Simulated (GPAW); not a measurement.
# How the form of the self-energy moves the gap of AlH3 (R-3c)

Wanted: the gap of AlH3 (R-3c) under several approximations, with cost.

Calculated with GPAW 26.7.0; LDA and many-body steps on it, plane waves.

## 1. Starting point

The structure is trigonal, space group R-3c (No. 167). Conventional cell: a = 4.449 Å, b = 4.449 Å, c = 11.804 Å, α = 90.00°, β = 90.00°, γ = 120.00°. Nearest to Al lie 6 H at 1.72 Å. Nearest to H lie 2 Al at 1.72 Å. Farther neighbours are not listed.

As a file:

```cif
data_structure
_symmetry_space_group_name_H-M 'R-3c:H'
_symmetry_Int_Tables_number 167
_cell_length_a 4.4493
_cell_length_b 4.4493
_cell_length_c 11.8037
_cell_angle_alpha 90.000
_cell_angle_beta 90.000
_cell_angle_gamma 120.000
_cell_volume 202.36
loop_
_atom_site_label
_atom_site_type_symbol
_atom_site_symmetry_multiplicity
_atom_site_Wyckoff_symbol
_atom_site_fract_x
_atom_site_fract_y
_atom_site_fract_z
_atom_site_occupancy
Al1 Al 6 b 0.00000 0.00000 0.50000 1
H1 H 18 e 0.96133 0.66667 0.41667 1
```

The cell and positions come from the Crystallography Open Database and are kept as given unless a step says otherwise.

## 2. Empty states on the mesh, 4×4×4 mesh, 90 bands

This step: GPAW 26.7.0; DFT, LDA, plane waves, PAW.

The sums over transitions need many empty states on a uniform mesh; this step solves for them.

File run.py:

```python
import json
import numpy as np
from gpaw.mpi import world
from gpaw import GPAW

calc = GPAW('gs.gpw').fixed_density(kpts={'size': (4, 4, 4), 'gamma': True},
    nbands=105,
    convergence={'bands': 90},
    txt='nscf.txt')
calc.write('full.gpw', mode='all')
res = {}
kpts = calc.get_ibz_k_points()
res['kpts'] = kpts
res['eigenvalues'] = [calc.get_eigenvalues(kpt=k) for k in range(len(kpts))]
res['n_electrons'] = calc.get_number_of_electrons()

if world.rank == 0:
    with open('result.json', 'w') as f:
        json.dump(res, f, default=lambda x: x.tolist())
```

On the command line:

```sh
$ mpirun -n 4 gpaw python run.py
```

Numbers of over 12 decimals in the logs are rounded to 6 here.

The log of the run:

```text
Diagonalizing LCAO Hamiltonian
Converting LCAO to pw mode
convergence criteria:
- Maximum integral of absolute [eigenst]ate change: 4e-08 eV^2 / valence electron
maximum number of iterations: 100

SCF iterations
|iter     |     time |      energy | eigst |  dens |
|iter:   1|  |             | +4.45 |       |
|iter:   2|  |             | +3.22 |       |
|iter:   3|  |             | +2.07 |       |
[...]
|iter:  12|  |             | -6.59 |       |
|iter:  13|  |             | -7.11 |       |
|iter:  14|  |             | -7.45c|       |
SCF steps: 14
  __  _  _
 | _ |_)|_||  |
 |__||  | ||/\| - 26.7.0

Input parameters:
  mode=PW(ecut=600.0),
  convergence={'bands': 90},
  gpts=array([27, 27, 27]),
  kpts=MonkhorstPack(size=(4, 4, 4), gamma=True),
  maxiter=100,
  nbands=105,
  occupations=Occupations(name='fermi-dirac', width=0.001, fixmagmom=False),
  parallel={},
  xc=XC(name='LDA')
# Writing to full.gpw (mode='all')
  [... matrices ...]

timing:  # [seconds]
  Total: 0.055  # ━━━━━━━━━━━━━━━━━━━━━━━━━━━━━━━━━━━━━━━━━━━━━━━━━━━━━━━━━━━
```

It took 21 s on 4 MPI ranks of Intel Xeon Platinum 8488C (Sapphire Rapids), shared host; peak memory 0.83 GiB; 84 s of CPU time.

Numbers from this step:

| Quantity | Value |
| --- | --- |
| gap | 1.959 eV |
| k of the valence top | 0.25, 0.25, 0 |
| k of the conduction bottom | 0, 0, 0 |
| least direct gap | 2.007 eV |
| k points computed | 14 |
| lowest point of the top converged band, above the valence top | 60.9255 eV |

On this mesh the gap is 1.959 eV.

## 3. G0W0, Godby-Needs plasmon pole

G0W0 replaces the xc potential by the self-energy, built once from these orbitals. Only a window of levels is corrected, while the sums run over the empty bands that the input names.

This step: G0W0 on LDA, plane waves, PAW.

File run.py:

```python
import json
import numpy as np
from gpaw.mpi import world
from gpaw.response.g0w0 import G0W0

gw = G0W0('full.gpw',
    filename='gw',
    kpts=[0, 4],
    bands=(4, 8),
    ecut=65,
    nbands=80,
    integrate_gamma='WS',
    ppa=True)
gw.calculate()
res = {mode: {k: v for k, v in r.items() if k != 'sigma_eskwn'}
       for mode, r in gw.all_results.items()}

if world.rank == 0:
    with open('result.json', 'w') as f:
        json.dump(res, f, default=lambda x: x.tolist())
```

On the command line:

```sh
$ mpirun -n 4 gpaw python run.py
```

The log of the run:

```text
Using integrator: PointIntegrator
FrequencyGridDescriptor(from 0.000+0.000j to 0.000+27.211j eV, 2 points)
Nonperiodic BCs:  [False False False]
Using integrator: PointIntegrator
FrequencyGridDescriptor(from 0.000+0.000j to 0.000+27.211j eV, 2 points)
Nonperiodic BCs:  [False False False]
  ___  _ _ _
 |   || | | |
 | | || | | |
 |__ ||_____|
 |___|

BZ k-points: Symmetries present (total): 6

  [... matrices ...]
64 k-points: 4 x 4 x 4 Monkhorst-Pack grid + [1/8,1/8,1/8]
14 k-points in the irreducible part of the Brillouin zone
       k-points in crystal coordinates                weights
   0:     0.00000000    0.00000000    0.00000000          1/64
   1:     0.25000000    0.00000000   -0.25000000          6/64
   2:     0.25000000    0.00000000    0.00000000          6/64
   3:     0.25000000    0.25000000   -0.25000000          6/64
   4:     0.25000000    0.25000000    0.00000000          6/64
   5:     0.25000000    0.25000000    0.25000000          2/64
   6:     0.50000000    0.00000000    0.00000000          3/64
   7:     0.50000000    0.00000000    0.25000000          6/64
   8:     0.50000000    0.25000000   -0.25000000          6/64
   9:     0.50000000    0.25000000    0.00000000          6/64
          ...
  13:     0.50000000    0.50000000    0.50000000          1/64

Distributing spins, k-points and bands (1 x 2 x 4) over 4 processes
Number of blocks: 1

Quasi particle states:
k-points (IBZ indices): [0, 4]
Band range: (4, 8)
  [... matrices ...]
Computational parameters:
Plane wave cut-off: 65 eV
Number of bands: 80
Coulomb cutoff: None
Broadening: 0.1 eV

fxc modes: GW
Kernel: RPA
Using Godby-Needs plasmon-pole approximation:
  Fitting energy: i*E0, E0 = 1.000 Hartree
Summing all q:

Calculating screened Coulomb potential
No Coulomb truncation
FrequencyGridDescriptor(from 0.000+0.000j to 0.000+27.211j eV, 2 points)
Removing empty qpoint cache files...

Calculating chi0 body with:
    Ground state adapter containing:
    Number of spins: 1
    Number of kpoints: 64
    Number of irreducible kpoints: 14
    Number of completely occupied states: 6
    Number of partially occupied states: 6
    Occupied states memory: 1.802032 M / cpu

    Linear response parametrization:
    q_c: [0.0, 0.0, 0.0]
    Number of frequency points: 2
    Planewave cutoff: 65.0
    Number of bands: 80
    Number of planewaves: 71
    Broadening (eta): 1e-06
    comm.size: 4
    kncomm.size: 4
    blockcomm.size: 1

    Memory estimate of potentially large arrays:
        chi0_wGG: 0.153839 M / cpu
Integrating chi0 body.

Symmetries of q_c:
    Direct symmetries (Uq -> q): 6
    Indirect symmetries (TUq -> q): 0
In total 6 allowed symmetries.

  [... matrices ...]
14 groups of equivalent kpoints. 78.125% reduction.

Integral kind: response function
Integrating chi0 head and wings.

Symmetries of q_c:
    Direct symmetries (Uq -> q): 6
    Indirect symmetries (TUq -> q): 0
In total 6 allowed symmetries.

  [... matrices ...]
14 groups of equivalent kpoints. 78.125% reduction.

Integral kind: response function wings

Calculating chi0 body with:
    Ground state adapter containing:
    Number of spins: 1
    Number of kpoints: 64
    Number of irreducible kpoints: 14
    Number of completely occupied states: 6
    Number of partially occupied states: 6
    Occupied states memory: 1.802032 M / cpu

    Linear response parametrization:
[... the further q-points ...]

Results:
f:      Occupation numbers
eps:     KS-eigenvalues [eV]
vxc:     KS vxc [eV]
exx:     Exact exchange [eV]
sigma:   Self-energies [eV]
dsigma:  Self-energy derivatives
Z:       Renormalization factors
qp:      QP-energies [eV]

k-point 0 (0): (0.000, 0.000, 0.000)                GW
band       f     eps     vxc     exx   sigma  dsigma       Z      qp
                                                                   GW
   4   1.000   0.511 -11.891 -15.286   2.169  -0.266   0.790  -0.458
   5   1.000   0.511 -11.891 -15.286   2.169  -0.266   0.790  -0.458
   6   0.000   2.518 -12.899  -8.374  -3.115  -0.236   0.809   3.659
   7   0.000   6.178  -8.528  -3.651  -3.879  -0.220   0.820   6.995

k-point 1 (4): (0.250, 0.250, 0.000)                GW
band       f     eps     vxc     exx   sigma  dsigma       Z      qp
                                                                   GW
   4   1.000  -1.386 -11.657 -15.511   2.539  -0.288   0.777  -2.408
   5   1.000   0.559 -11.704 -14.965   2.076  -0.264   0.791  -0.378
   6   0.000   4.706 -12.820  -8.074  -3.383  -0.246   0.802   5.801
   7   0.000   6.043  -8.873  -4.155  -3.751  -0.224   0.817   6.833
```

Wall time 40 s (4 MPI ranks); peak memory 1.1 GiB; 2.7 min of CPU time.

Numbers from this step:

```
G0W0 gap on the points computed              : 4.037 eV
least direct G0W0 gap on the computed points : 4.117 eV
Z at the valence top                         : 0.7912
Z at the conduction bottom                   : 0.8088
starting gap on the mesh                     : 1.959 eV
k of the valence top                         : 0.25, 0.25, 0
k of the conduction bottom                   : 0, 0, 0
```

The gap on the mesh goes from 1.96 eV to 4.04 eV, a correction of +2.08 eV.

## 4. G0W0, full frequency, Hilbert transform

Edit run.py of step 3 so:

```diff
@@ -12,3 +12,5 @@
     integrate_gamma='WS',
-    ppa=True)
+    frequencies={'type': 'nonlinear', 'domega0': 0.1, 'omega2': 15.0},
+    eta=0.1,
+    nblocksmax=True)
 gw.calculate()
```

On the command line:

```sh
$ mpirun -n 4 gpaw python run.py
```

The log of the run:

```text
Using integrator: PointIntegrator
NonLinearFrequencyDescriptor(from 0.000 to 68.588 eV, 238 points)
Nonperiodic BCs:  [False False False]
Using integrator: PointIntegrator
NonLinearFrequencyDescriptor(from 0.000 to 68.588 eV, 238 points)
Nonperiodic BCs:  [False False False]
  ___  _ _ _
 |   || | | |
 | | || | | |
 |__ ||_____|
 |___|

BZ k-points: Symmetries present (total): 6

  [... matrices ...]
64 k-points: 4 x 4 x 4 Monkhorst-Pack grid + [1/8,1/8,1/8]
14 k-points in the irreducible part of the Brillouin zone
       k-points in crystal coordinates                weights
   0:     0.00000000    0.00000000    0.00000000          1/64
   1:     0.25000000    0.00000000   -0.25000000          6/64
   2:     0.25000000    0.00000000    0.00000000          6/64
[...]
9:     0.50000000    0.25000000    0.00000000          6/64
          ...
  13:     0.50000000    0.50000000    0.50000000          1/64

Distributing spins, k-points and bands (1 x 2 x 4) over 1 process
Number of blocks: 4

Quasi particle states:
k-points (IBZ indices): [0, 4]
Band range: (4, 8)
  [... matrices ...]
Computational parameters:
Plane wave cut-off: 65 eV
Number of bands: 80
Coulomb cutoff: None
Broadening: 0.1 eV

fxc modes: GW
Kernel: RPA
Using full-frequency real axis integration
Summing all q:

Calculating screened Coulomb potential
No Coulomb truncation
NonLinearFrequencyDescriptor(from 0.000 to 68.588 eV, 238 points)
Removing empty qpoint cache files...

Calculating chi0 body with:
    Ground state adapter containing:
    Number of spins: 1
    Number of kpoints: 64
    Number of irreducible kpoints: 14
    Number of completely occupied states: 6
    Number of partially occupied states: 6
    Occupied states memory: 1.802032 M / cpu

    Linear response parametrization:
    q_c: [0.0, 0.0, 0.0]
    Number of frequency points: 238
    Planewave cutoff: 65.0
    Number of bands: 80
    Number of planewaves: 71
    Broadening (eta): 0.1
    comm.size: 4
    kncomm.size: 1
    blockcomm.size: 4

    Memory estimate of potentially large arrays:
        chi0_wGG: 4.576714 M / cpu
Integrating chi0 body.

Symmetries of q_c:
    Direct symmetries (Uq -> q): 6
    Indirect symmetries (TUq -> q): 0
In total 6 allowed symmetries.

  [... matrices ...]
14 groups of equivalent kpoints. 78.125% reduction.

Integral kind: spectral function
Integrating chi0 head and wings.

Symmetries of q_c:
    Direct symmetries (Uq -> q): 6
    Indirect symmetries (TUq -> q): 0
In total 6 allowed symmetries.

  [... matrices ...]
14 groups of equivalent kpoints. 78.125% reduction.

Integral kind: spectral function wings

Calculating chi0 body with:
    Ground state adapter containing:
    Number of spins: 1
    Number of kpoints: 64
    Number of irreducible kpoints: 14
    Number of completely occupied states: 6
    Number of partially occupied states: 6
    Occupied states memory: 1.802032 M / cpu

[... the further q-points ...]

Results:
f:      Occupation numbers
eps:     KS-eigenvalues [eV]
vxc:     KS vxc [eV]
exx:     Exact exchange [eV]
sigma:   Self-energies [eV]
dsigma:  Self-energy derivatives
Z:       Renormalization factors
qp:      QP-energies [eV]

k-point 0 (0): (0.000, 0.000, 0.000)                GW
band       f     eps     vxc     exx   sigma  dsigma       Z      qp
                                                                   GW
   4   1.000   0.511 -11.891 -15.286   2.173  -0.287   0.777  -0.440
   5   1.000   0.511 -11.891 -15.286   2.173  -0.287   0.777  -0.440
   6   0.000   2.518 -12.899  -8.374  -3.083  -0.246   0.803   3.675
[...]
k-point 1 (4): (0.250, 0.250, 0.000)                GW
band       f     eps     vxc     exx   sigma  dsigma       Z      qp
                                                                   GW
[...]
6   0.000   4.706 -12.820  -8.074  -3.366  -0.266   0.790   5.797
   7   0.000   6.043  -8.873  -4.155  -3.720  -0.242   0.805   6.846
```

Elapsed: 56 s, on 4 MPI ranks; peak memory 1 GiB; 3.7 min of CPU time.

Numbers from this step:

| Property | Result |
| --- | --- |
| G0W0 gap on the points computed | 4.036 eV |
| least direct G0W0 gap on the computed points | 4.115 eV |
| Z at the valence top | 0.7802 |
| Z at the conduction bottom | 0.8027 |
| starting gap on the mesh | 1.959 eV |
| k of the valence top | 0.25, 0.25, 0 |
| k of the conduction bottom | 0, 0, 0 |

Against G0W0 in GPAW (4×4×4 mesh, 80 bands, screening to 65 eV, Godby-Needs plasmon pole), the gap moves by −0.001 eV.

## 5. G0W0, multipole

Edit run.py of step 4 so:

```diff
@@ -12,5 +12,3 @@
     integrate_gamma='WS',
-    frequencies={'type': 'nonlinear', 'domega0': 0.1, 'omega2': 15.0},
-    eta=0.1,
-    nblocksmax=True)
+    mpa={'npoles': 4, 'wrange': [0, 40], 'varpi': 20.0, 'eta0': 0.01, 'eta_rest': 1.0, 'alpha': 1})
 gw.calculate()
```

On the command line:

```sh
$ mpirun -n 4 gpaw python run.py
```

The log of the run:

```text
Using integrator: PointIntegrator
FrequencyGridDescriptor(from 0.000+0.010j to 40.000+20.000j eV, 8 points)
Nonperiodic BCs:  [False False False]
Using integrator: PointIntegrator
FrequencyGridDescriptor(from 0.000+0.010j to 40.000+20.000j eV, 8 points)
Nonperiodic BCs:  [False False False]
  ___  _ _ _
 |   || | | |
 | | || | | |
 |__ ||_____|
 |___|

BZ k-points: Symmetries present (total): 6

  [... matrices ...]
64 k-points: 4 x 4 x 4 Monkhorst-Pack grid + [1/8,1/8,1/8]
14 k-points in the irreducible part of the Brillouin zone
[...]
GW
   4   1.000   0.511 -11.891 -15.286   2.178  -0.289   0.776  -0.434
   5   1.000   0.511 -11.891 -15.286   2.178  -0.289   0.776  -0.434
   6   0.000   2.518 -12.899  -8.374  -3.078  -0.249   0.801   3.677
[...]
k-point 1 (4): (0.250, 0.250, 0.000)                GW
band       f     eps     vxc     exx   sigma  dsigma       Z      qp
                                                                   GW
[...]
6   0.000   4.706 -12.820  -8.074  -3.362  -0.265   0.791   5.801
   7   0.000   6.043  -8.873  -4.155  -3.715  -0.239   0.807   6.852
```

Elapsed: 48 s, on 4 MPI ranks; peak memory 1 GiB; 3.2 min of CPU time.

This step gave:

- G0W0 gap on the points computed: 4.030 eV
- least direct G0W0 gap on the computed points: 4.110 eV
- starting gap on the mesh: 1.959 eV
- k of the valence top: 0.25, 0.25, 0
- k of the conduction bottom: 0, 0, 0

Against G0W0 in GPAW (4×4×4 mesh, 80 bands, screening to 65 eV, Godby-Needs plasmon pole), the gap moves by −0.007 eV.

## 6. Side by side

Times are wall times on 4 MPI ranks of Intel Xeon Platinum 8488C (Sapphire Rapids), shared host, good to a factor of about two.

```
                                    run   mesh  bands  screening cutoff (eV)  DFT gap (eV)  gap on the mesh (eV)  direct (eV)  time
         G0W0, Godby-Needs plasmon pole  4×4×4     80                     65         1.959                 4.037        4.117  40 s
G0W0, full frequency, Hilbert transform  4×4×4     80                     65         1.959                 4.036        4.115  56 s
                        G0W0, multipole  4×4×4     80                     65         1.959                 4.030        4.110  48 s
```

## 7. Outcome

| Property | Result |
| --- | --- |
| G0W0, Godby-Needs plasmon pole | 4.037 eV |
| G0W0, full frequency, Hilbert transform | 4.036 eV |
| G0W0, multipole | 4.030 eV |
| known limits | not at the basis limit |

**Reading.** G0W0, full frequency, Hilbert transform: no change against G0W0, Godby-Needs plasmon pole. G0W0, multipole: −0.007 eV against G0W0, Godby-Needs plasmon pole. Bands and cutoff are finite, so the gap is not at the basis limit. The miss can reach some tenths of an eV and take either sign; the mesh is an error of its own. These stock PAW sets were not made for GW. In the G0W0 runs levels were corrected at 2 k points alone, so a gap called «on the mesh» is the least over those, and an edge elsewhere would be missed.

[Paths, hosts, dates, memory and timing lines, banners, echoed tables and standing remarks are left out of the program output.]

[Logs are printed without paths, hosts, clocks, repeated set-up lines and the standing remarks that a program may print on its own settings, such as how far it seeks lower states.]

[Runs of the session that timed out or met a known fault of the program may be left out.]

[Hosts, paths, dates, database ids (printed as entryN), source tags and the programs' standing remarks are cut or masked in the printed files.]
